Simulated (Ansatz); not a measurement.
# Bands, cutoff and cost in G0W0 for Li2MgGeS4 (stannite) (I-42m)

How do accuracy and time trade against each other in G0W0 on Li2MgGeS4 (stannite) (I-42m)?

Program: Ansatz 0.2.0. Level of theory: G0W0 on PBEsol, plane waves, PAW. Results are calculated unless marked as measured.

The structure was built from a prototype and need not be the compound's stable phase.

## (1) Set-up

It takes space group I-42m (No. 121, tetragonal). The conventional cell has a = 5.436 Å, b = 5.436 Å, c = 11.009 Å, α = 90.00°, β = 90.00°, γ = 90.00°. Nearest to Li lie 4 S at 2.38 Å. Nearest to Mg lie 4 S at 2.47 Å. Nearest to Ge lie 4 S at 2.23 Å. Nearest to S lie 1 Ge at 2.23 Å and 2 Li at 2.38 Å and 1 Mg at 2.47 Å. It derives from Ge1Li2Mg1S4. Farther neighbours and most contacts between anions are not listed.

The structure was relaxed with PBEsol. The runs that relaxed it are not among those shown. The default PAW set here is soft_2. Its files were made with PBE.

## (2) 122 empty bands, screening to 48 eV

G0W0 replaces the xc potential by the self-energy, built once from these orbitals. Only a window of levels is corrected, while the sums run over the empty bands that the input names.

input.yaml

```yaml
crystal:
  lattice:
    - [-2.7180944902, 2.7180944902, 5.5042990216]
    - [2.7180944902, -2.7180944902, 5.5042990216]
    - [2.7180944902, 2.7180944902, -5.5042990216]
  atoms:
    - { symbol: Li, position: [0.75, 0.25, 0.5] }
    - { symbol: Li, position: [0.25, 0.75, 0.5] }
    - { symbol: Mg, position: [0.0, 0.0, 0.0] }
    - { symbol: Ge, position: [0.5, 0.5, 0.0] }
    - { symbol: S, position: [0.8533830743, 0.8533830743, 0.4617170967] }
    - { symbol: S, position: [0.1466169257, 0.6083340224, 0.0] }
    - { symbol: S, position: [0.6083340224, 0.1466169257, 0.0] }
    - { symbol: S, position: [0.3916659776, 0.3916659776, 0.5382829033] }
kpoints:
  mp_grid: { grid: [4, 4, 4] }
hamiltonian:
  xc: pbesol
scf:
  occupations: { method: fixed }
gw:
  n_empty_bands: 122
  ecut_chi: 48
  qp_bands: [v2, c2]
  qp_kpoints: band_edges
  screening: { model: contour_deformation }
```

Started as:

```console
ansatz run input.yaml --threads 4 --pin off --max-ram 17510MiB --backend cpu --events-out ev --progress --plain --runs-dir out
```

Numbers of over 12 decimals in the logs are rounded to 6 here.

Log:

```text
Engine: ansatz 0.2.0, aarch64-unknown-linux-gnu
Pseudopotentials: kind: paw
Pseudopotential: Li, paw, valence charge 3, recommended cutoff 420 eV (normal), Li.paw.azcp
Pseudopotential: Mg, paw, valence charge 10, recommended cutoff 420 eV (normal), Mg.paw.azcp
Pseudopotential: Ge, paw, valence charge 14, recommended cutoff 420 eV (normal), Ge.paw.azcp
Pseudopotential: S, paw, valence charge 6, recommended cutoff 420 eV (normal), S.paw.azcp
Functional definition: PBEsol
  exchange = pbesol_x
  correlation = pbesol_c
Crystal: 8 atoms, lattice volume = 162.664 Å³
Basis set: ecut = 420 eV, 3171 PW (Γ)
Bands: 35, of which v1, the nominal top of the filled ones, is band 27 counted from 1 (26 counted from 0)
Symmetry: 8 space group operations
Space group: I-42m (ITA 121), of the structure as read, at distance tolerance 5.5e-5 Å
k-points: 13 of 64 (time reversal used)
Non-local potential: Li, projectors of the file, l = 0: 3, l = 1: 2, l = 2: 1
Non-local potential: Mg, projectors of the file, l = 0: 3, l = 1: 2, l = 2: 1
Non-local potential: Ge, projectors of the file, l = 0: 2, l = 1: 2, l = 2: 3, l = 3: 1
Non-local potential: S, projectors of the file, l = 0: 2, l = 1: 2, l = 2: 2
PAW form: soft (Blöchl's): semilocal exchange-correlation on the pseudo side does not see the compensation charge
PAW frozen core: Mg, regenerated for the run's functional, and the local potential with it (the file was generated under x = pbe(κ = 0.804, μ = 0.219515), c = pbe(β = 0.066725))
PAW frozen core: Ge, regenerated for the run's functional, and the local potential with it (the file was generated under x = pbe(κ = 0.804, μ = 0.219515), c = pbe(β = 0.066725))
PAW frozen core: S, regenerated for the run's functional, and the local potential with it (the file was generated under x = pbe(κ = 0.804, μ = 0.219515), c = pbe(β = 0.066725))
PAW one-centre angular grid: Li, 110 points (default); XC on 64 Gauss nodes
PAW one-centre angular grid: Mg, 110 points (default); XC on 64 Gauss nodes
PAW one-centre angular grid: Ge, 590 points (default); XC on 64 Gauss nodes
PAW one-centre angular grid: S, 110 points (default); XC on 64 Gauss nodes
Initial density: superposition of atomic densities (neutral atoms: chi_scale 0, normalization atom), corrected by the library's trained network
Initial wavefunctions: pseudopotential atomic-orbital guess
Functional: x = pbesol(κ = 0.804, μ = 0.123457), c = pbesol(β = 0.046)
SCF iter   1: F=—  HF=-10119.441460 eV  |F-HF|=—  |Δ(HF+E_count)|=         —  Δρ=3.47e-3  dr2=3.10e-2  ethr=1.77e-3  ⟨swp⟩=5.0  Hψ=1682  notcnv=0  defer=71
preconditioner: auto → Resta (q_TF=auto, 2.270 Å⁻¹)  ε∞=3.7  [insulator: Δε(μ)=2.552 eV  Ē_g=9.972 eV  n_scr=30 (ndim 8)  ℏωp=16.5 eV  f_vac=0.015  ε∞_Penn≈3.7]
SCF iter   2: F=—  HF=-10119.430921 eV  |F-HF|=—  |Δ(HF+E_count)|=   1.05e-2  Δρ=1.48e-3  dr2=4.67e-3  ethr=5.74e-5  ⟨swp⟩=2.8  Hψ=806  notcnv=0  defer=77
SCF iter   3: F=—  HF=-10119.429891 eV  |F-HF|=—  |Δ(HF+E_count)|=   1.03e-3  Δρ=4.13e-4  dr2=2.95e-4  ethr=8.65e-6  ⟨swp⟩=2.0  Hψ=776  notcnv=0  defer=77
SCF iter   4: F=—  HF=-10119.429886 eV  |F-HF|=—  |Δ(HF+E_count)|=   4.63e-6  Δρ=1.86e-4  dr2=7.64e-5  ethr=5.46e-7  ⟨swp⟩=2.4  Hψ=684  notcnv=0  defer=73
SCF iter   5: F=—  HF=-10119.429910 eV  |F-HF|=—  |Δ(HF+E_count)|=   2.40e-5  Δρ=5.01e-5  dr2=4.49e-6  ethr=1.42e-7  ⟨swp⟩=2.2  Hψ=654  notcnv=0  defer=47
SCF iter   6: F=—  HF=-10119.429915 eV  |F-HF|=—  |Δ(HF+E_count)|=   5.28e-6  Δρ=1.97e-5  dr2=6.26e-7  ethr=8.31e-9  ⟨swp⟩=2.0  Hψ=748  notcnv=0  defer=47
SCF iter   7: F=-10119.429917 eV  HF=-10119.429917 eV  |F-HF|=4.99e-8  |Δ(HF+E_count)|=   1.24e-6  Δρ=4.29e-6  dr2=3.06e-8  ethr=1.85e-10  ⟨swp⟩=10.5  Hψ=2020  notcnv=0
SCF 1 converged in 7 iterations: F = -10119.429917 eV  dr2 = 3.06e-8
  greatest PAW one-centre occupation: 1.000 electrons in one spin orbital (limit 2), on the Mg atom at site 2 (counted from 0), in its partial waves of l = 0
NSCF: frozen V_eff on 13 k-points
G₀W₀ screening: q 1/13
[... further progress lines ...]
NSCF: frozen V_eff on 1 k-points
NSCF: frozen V_eff on 1 k-points
SCF converged after 7 iterations
Free energy (F): -10119.429917 eV
Harris-Foulkes:  -10119.429917 eV  (|F-HF|=4.99e-8)
Internal energy: -10119.429917 eV  (E = F + TS)
E sigma→0 (E₀):  -10119.429917 eV
Fermi energy:    3.322674 eV
--- Per-component energies (eV) ---
  E_band       = -768.718227
  E_kinetic    = 660.747395
  E_local      = -5610.009475  (includes V_loc(G=0)·N_el)
  E_nonlocal   = 566.872181
  E_hartree    = 2240.828454
  E_xc         = -510.355626
  E_vxc        = -480.312508  (∫ρ·V_xc dr)
  E_paw        = -4639.045762  (= ΣΔE_a)
  E_vpaw       = -387.670880  (= ΣTr[D̂ρ^β])
  E_aug_tail   = 0.000300  (compensation charges beyond the density's cutoff)
  E_ewald      = -2829.691980
  E_core_change = 1.224596  (= ΣΔE_core)
  E_smearing   = -0.000000  (= −TS)
  E_closure    = -0.000000  (closes the sum)
  Σ components = -10119.429917   (vs F -10119.429917, Δ=0.00e0)
--- Band table (eV; the first three rows and the last of 13) ---
  k-point 0: bands = [... 23 lower, 2.1825, 3.1107, 3.3106, 3.3106, 5.9111, 6.6084, 8.6706, 8.6706, ... 4 higher]
  k-point 1: bands = [... 23 lower, 2.4536, 2.6685, 2.7273, 3.2900, 6.3575, 8.0253, 8.4015, 8.9482, ... 4 higher]
  k-point 2: bands = [... 23 lower, 2.5527, 3.0364, 3.1084, 3.3227, 5.9164, 7.8906, 8.9310, 9.0856, ... 4 higher]
  k-point 12: bands = [... 23 lower, 2.4321, 2.4321, 2.8442, 2.8442, 6.1564, 6.9034, 6.9034, 7.5819, ... 4 higher]
--- G₀W₀: contour deformation, 6 samples at zero and on the imaginary axis and 2 off it, 64 q-points, 122 empty bands' worth ---
  eigenvalues of the whole cell's RPA ε∞ on this k-mesh (on a slab, of 1 + 4πα/V) = 4.3716, 4.3716, 4.3736; static W/v taken at q = 0 is 0.228716
  gw.qp_kpoints: band_edges: 13 of 13 stored k-points solved, in 1 pass; an edge of the gap read off the rows below is read off those points alone
    ik  band        ε_KS         Σx   Σc(E_QP)       V_xc       Z   E_QP_lin       E_QP  E_QP is
     0    26      3.3106   -18.2648     2.5625   -15.1779  0.7676     2.7822     2.7862  root
     0    27      3.3106   -18.2648     2.5625   -15.1779  0.7676     2.7822     2.7862  root
     0    28      5.9111    -9.1476    -3.2522   -13.4397  0.7997     6.9634     6.9509  root
     0    29      6.6084    -5.4889    -3.3509    -9.5502  0.8110     7.3247     7.3188  root
     1    26      2.7273   -17.7652     2.8155   -14.3116  0.7600     2.0821     2.0892  root
     1    27      3.2900   -18.2307     2.6433   -15.0397  0.7659     2.7378     2.7424  root
     1    28      6.3575    -9.2539    -3.3104   -13.7068  0.7942     7.5171     7.4999  root
     1    29      8.0253    -6.9247    -3.6650   -11.5689  0.7937     9.0209     9.0044  root
     2    26      3.1084   -18.1264     2.8029   -14.7234  0.7611     2.5023     2.5084  root
     2    27      3.3227   -18.0646     2.7606   -14.7181  0.7638     2.7313     2.7368  root
     2    28      5.9164    -9.1742    -3.1907   -13.4720  0.7974     7.0380     7.0234  root
     2    29      7.8906    -7.2406    -3.7313   -11.9946  0.7968     8.9303     8.9132  root
     3    26      3.0116   -17.9294     2.6113   -14.7531  0.7653     2.4416     2.4466  root
     3    27      3.1145   -18.0868     2.5903   -14.9525  0.7661     2.5660     2.5705  root
     3    28      6.5520    -9.9985    -3.3261   -14.5393  0.7897     7.7870     7.7666  root
     3    29      7.4376    -6.0038    -3.4966   -10.3025  0.8036     8.2484     8.2396  root
     4    26      2.8880   -17.8947     2.7843   -14.4952  0.7603     2.2662     2.2728  root
     4    27      3.0819   -17.8645     2.7729   -14.4818  0.7623     2.4660     2.4722  root
     4    28      6.4292    -9.7798    -3.2902   -14.2744  0.7912     7.6531     7.6336  root
     4    29      8.1450    -7.0564    -3.6747   -11.6976  0.7945     9.1271     9.1114  root
     5    26      2.7795   -17.6905     2.7497   -14.3237  0.7610     2.1559     2.1624  root
     5    27      2.8415   -17.7974     2.7358   -14.4549  0.7622     2.2286     2.2348  root
     5    28      6.9444   -10.3245    -3.4737   -15.1383  0.7837     8.3134     8.2845  root
     5    29      8.1702    -7.0030    -3.6561   -11.6413  0.7934     9.1689     9.1524  root
[...]
11    26      2.7729   -17.5715     2.7007   -14.2650  0.7617     2.1608     2.1670  root
    11    27      3.0596   -17.8710     2.7716   -14.4919  0.7617     2.4460     2.4522  root
    11    28      6.4038    -9.4757    -3.2671   -13.9163  0.7921     7.5957     7.5772  root
    11    29      7.7396    -6.4719    -3.5709   -10.9333  0.8006     8.6415     8.6300  root
    12    26      2.8442   -17.6285     2.7331   -14.2794  0.7607     2.2215     2.2281  root
    12    27      2.8442   -17.6285     2.7331   -14.2794  0.7607     2.2215     2.2281  root
    12    28      6.1564    -9.0594    -3.2157   -13.4417  0.7939     7.3402     7.3229  root
    12    29      6.9034    -5.4225    -3.3013    -9.4173  0.8111     7.6024     7.5969  root
```

Wall time 1.7 min (4 threads of Arm Neoverse N1, shared host); peak memory 0.92 GiB.

In the SCF lines HF is the Harris–Foulkes energy and dr2 the Hartree energy of the density residual, in eV; the loop may stop once dr2 is under the threshold and the program's other checks hold. Hψ counts applications of the Hamiltonian.

Numbers from this step:

```
bands summed                                 : 149
RPA ε∞ on this mesh (eigenvalues)            : 4.372, 4.372, 4.374
plane waves in the screening matrix          : 123
q-points in the mesh                         : 64
G0W0 gap on the mesh                         : 4.165 eV
k of the valence top                         : 0, 0, 0
k of the conduction bottom                   : 0, 0, 0
starting gap on the mesh                     : 2.588 eV
Z at the valence top                         : 0.7676
Z at the conduction bottom                   : 0.7997
least direct G0W0 gap on the computed points : 4.165 eV
```

The gap on the mesh goes from 2.59 eV to 4.16 eV, a correction of +1.58 eV. Between the two edge states, bare exchange in place of the xc potential would open the gap by 7.38 eV, and correlation takes back 5.81 eV.

## (3) 485 empty bands, screening to 120 eV

Another rung: the empty bands reach about as high as the screening cutoff, so the two stay in balance.

input.yaml: that of step 2 with these lines changed.

```diff
@@ -21,4 +21,4 @@
 gw:
-  n_empty_bands: 122
-  ecut_chi: 48
+  n_empty_bands: 485
+  ecut_chi: 120.0
   qp_bands: [v2, c2]
```

Log:

```text
[...]
Crystal: 8 atoms, lattice volume = 162.664 Å³
Basis set: ecut = 420 eV, 3171 PW (Γ)
Bands: 35, of which v1, the nominal top of the filled ones, is band 27 counted from 1 (26 counted from 0)
[... 1 set-up line as in the run before ...]
[...]
k-points: 13 of 64 (time reversal used)
[...]
SCF iter   1: F=—  HF=-10119.441460 eV  |F-HF|=—  |Δ(HF+E_count)|=         —  Δρ=3.47e-3  dr2=3.10e-2  ethr=1.77e-3  ⟨swp⟩=5.0  Hψ=1682  notcnv=0  defer=71
[...]
SCF iter   7: F=-10119.429917 eV  HF=-10119.429917 eV  |F-HF|=4.99e-8  |Δ(HF+E_count)|=   1.24e-6  Δρ=4.29e-6  dr2=3.06e-8  ethr=1.85e-10  ⟨swp⟩=10.5  Hψ=2020  notcnv=0
SCF 1 converged in 7 iterations: F = -10119.429917 eV  dr2 = 3.06e-8
[...]
NSCF: frozen V_eff on 13 k-points
G₀W₀ screening: q 1/13
[... further progress lines ...]
[...]
SCF converged after 7 iterations
Free energy (F): -10119.429917 eV
[...]
Internal energy: -10119.429917 eV  (E = F + TS)
E sigma→0 (E₀):  -10119.429917 eV
Fermi energy:    3.322674 eV
[...]
--- Band table (eV; the first three rows and the last of 13) ---
  k-point 0: bands = [... 23 lower, 2.1825, 3.1107, 3.3106, 3.3106, 5.9111, 6.6084, 8.6706, 8.6706, ... 4 higher]
  k-point 1: bands = [... 23 lower, 2.4536, 2.6685, 2.7273, 3.2900, 6.3575, 8.0253, 8.4015, 8.9482, ... 4 higher]
  k-point 2: bands = [... 23 lower, 2.5527, 3.0364, 3.1084, 3.3227, 5.9164, 7.8906, 8.9310, 9.0856, ... 4 higher]
  k-point 12: bands = [... 23 lower, 2.4321, 2.4321, 2.8442, 2.8442, 6.1564, 6.9034, 6.9034, 7.5819, ... 4 higher]
[...]
bands read: the sum over 512 bands ends inside a degenerate multiplet in 1 slot, whose members it reads at an even weight; the widest, k=8: bands 512 to 513 (counted from 1) at 1/2 each
[...]
0    26      3.3106   -18.2648     2.1047   -15.1779  0.7599     2.3134     2.3285  root
     0    27      3.3106   -18.2648     2.1047   -15.1779  0.7599     2.3134     2.3285  root
     0    28      5.9111    -9.1476    -3.6253   -13.4397  0.7938     6.5824     6.5778  root
     0    29      6.6084    -5.4889    -3.5871    -9.5502  0.8091     7.0850     7.0825  root
     1    26      2.7273   -17.7652     2.3988   -14.3116  0.7531     1.6520     1.6725  root
     1    27      3.2900   -18.2307     2.1896   -15.0397  0.7583     2.2724     2.2887  root
     1    28      6.3575    -9.2539    -3.7256   -13.7068  0.7884     7.0910     7.0848  root
     1    29      8.0253    -6.9247    -4.0038   -11.5689  0.7900     8.6721     8.6656  root
[...]
12    26      2.8442   -17.6285     2.3215   -14.2794  0.7540     1.7971     1.8166  root
    12    27      2.8442   -17.6285     2.3215   -14.2794  0.7540     1.7971     1.8166  root
    12    28      6.1564    -9.0594    -3.6354   -13.4417  0.7882     6.9096     6.9033  root
    12    29      6.9034    -5.4225    -3.5359    -9.4173  0.8090     7.3645     7.3622  root
```

The job ended after 19 min (4 threads; peak memory 3.5 GiB).

Numbers from this step:

```
bands summed                                 : 512
RPA ε∞ on this mesh (eigenvalues)            : 4.327, 4.327, 4.328
plane waves in the screening matrix          : 461
q-points in the mesh                         : 64
G0W0 gap on the mesh                         : 4.249 eV
k of the valence top                         : 0, 0, 0
k of the conduction bottom                   : 0, 0, 0
starting gap on the mesh                     : 2.588 eV
Z at the valence top                         : 0.7599
Z at the conduction bottom                   : 0.7938
least direct G0W0 gap on the computed points : 4.249 eV
```

Against the run with 4×4×4 mesh, 122 empty bands, screening to 48 eV, the gap moves by +0.08 eV.

## (4) Convergence and cost

Times are wall times on 4 threads of Arm Neoverse N1, shared host, good to a factor of about two.

| mesh | files | frequency | bands summed | cutoff (eV) | start (eV) | G0W0 (eV) | time | host memory (GiB) |
| --- | --- | --- | --- | --- | --- | --- | --- | --- |
| 4×4×4 | default PAW | contour deformation | 149 | 48 | 2.588 | 4.165 | 1.7 min | 0.92 |
| 4×4×4 | default PAW | contour deformation | 512 | 120 | 2.588 | 4.249 | 19 min | 3.5 |

The parts of the quasiparticle energy at the two band edges (eV; QP = start + Σx + Σc − Vxc):

| run | edge | start | Σx | Σc | Vxc | Z | QP |
| --- | --- | --- | --- | --- | --- | --- | --- |
| 149 bands | valence top | 3.31 | -18.26 | 2.56 | -15.18 | 0.77 | 2.79 |
| 149 bands | conduction bottom | 5.91 | -9.15 | -3.25 | -13.44 | 0.80 | 6.95 |
| 512 bands | valence top | 3.31 | -18.26 | 2.10 | -15.18 | 0.76 | 2.33 |
| 512 bands | conduction bottom | 5.91 | -9.15 | -3.63 | -13.44 | 0.79 | 6.58 |

## (5) What came out

```json
{
 "149 bands, 48 eV": "4.165 eV",
 "512 bands, 120 eV": "4.249 eV",
 "estimated limit in bands and cutoff": "4.28 eV",
 "mesh and start": "4×4×4, PBEsol"
}
```

What this shows: A line in one over the bands through the two rungs gives 4.28 eV, +0.03 eV from the top rung; with two points alone it is an unchecked estimate. The rungs stand 0.12 eV (149 bands) and 0.03 eV (512 bands) from it. From 149 to 512 bands the gap moves by +0.08 eV while the time grows 11-fold. Σc changes by −0.46 eV at the valence top and −0.37 eV at the conduction bottom, so the levels themselves move more than the gap between them. The many-body steps are scalar-relativistic: spin-orbit coupling is not in them.

[Paths, hosts, dates, memory and timing lines, banners, echoed tables and standing remarks are left out of the program output.]

[Logs are printed without paths, hosts, clocks, repeated set-up lines and the standing remarks that a program may print on its own settings, such as how far it seeks lower states.]

[Runs of the session that timed out or met a known fault of the program may be left out.]

[Cells called generated may have been cut or substituted from an entry of the Crystallography Open Database or the Materials Project.]

[Hosts, paths, dates, database ids (printed as entryN), source tags and the programs' standing remarks are cut or masked in the printed files.]
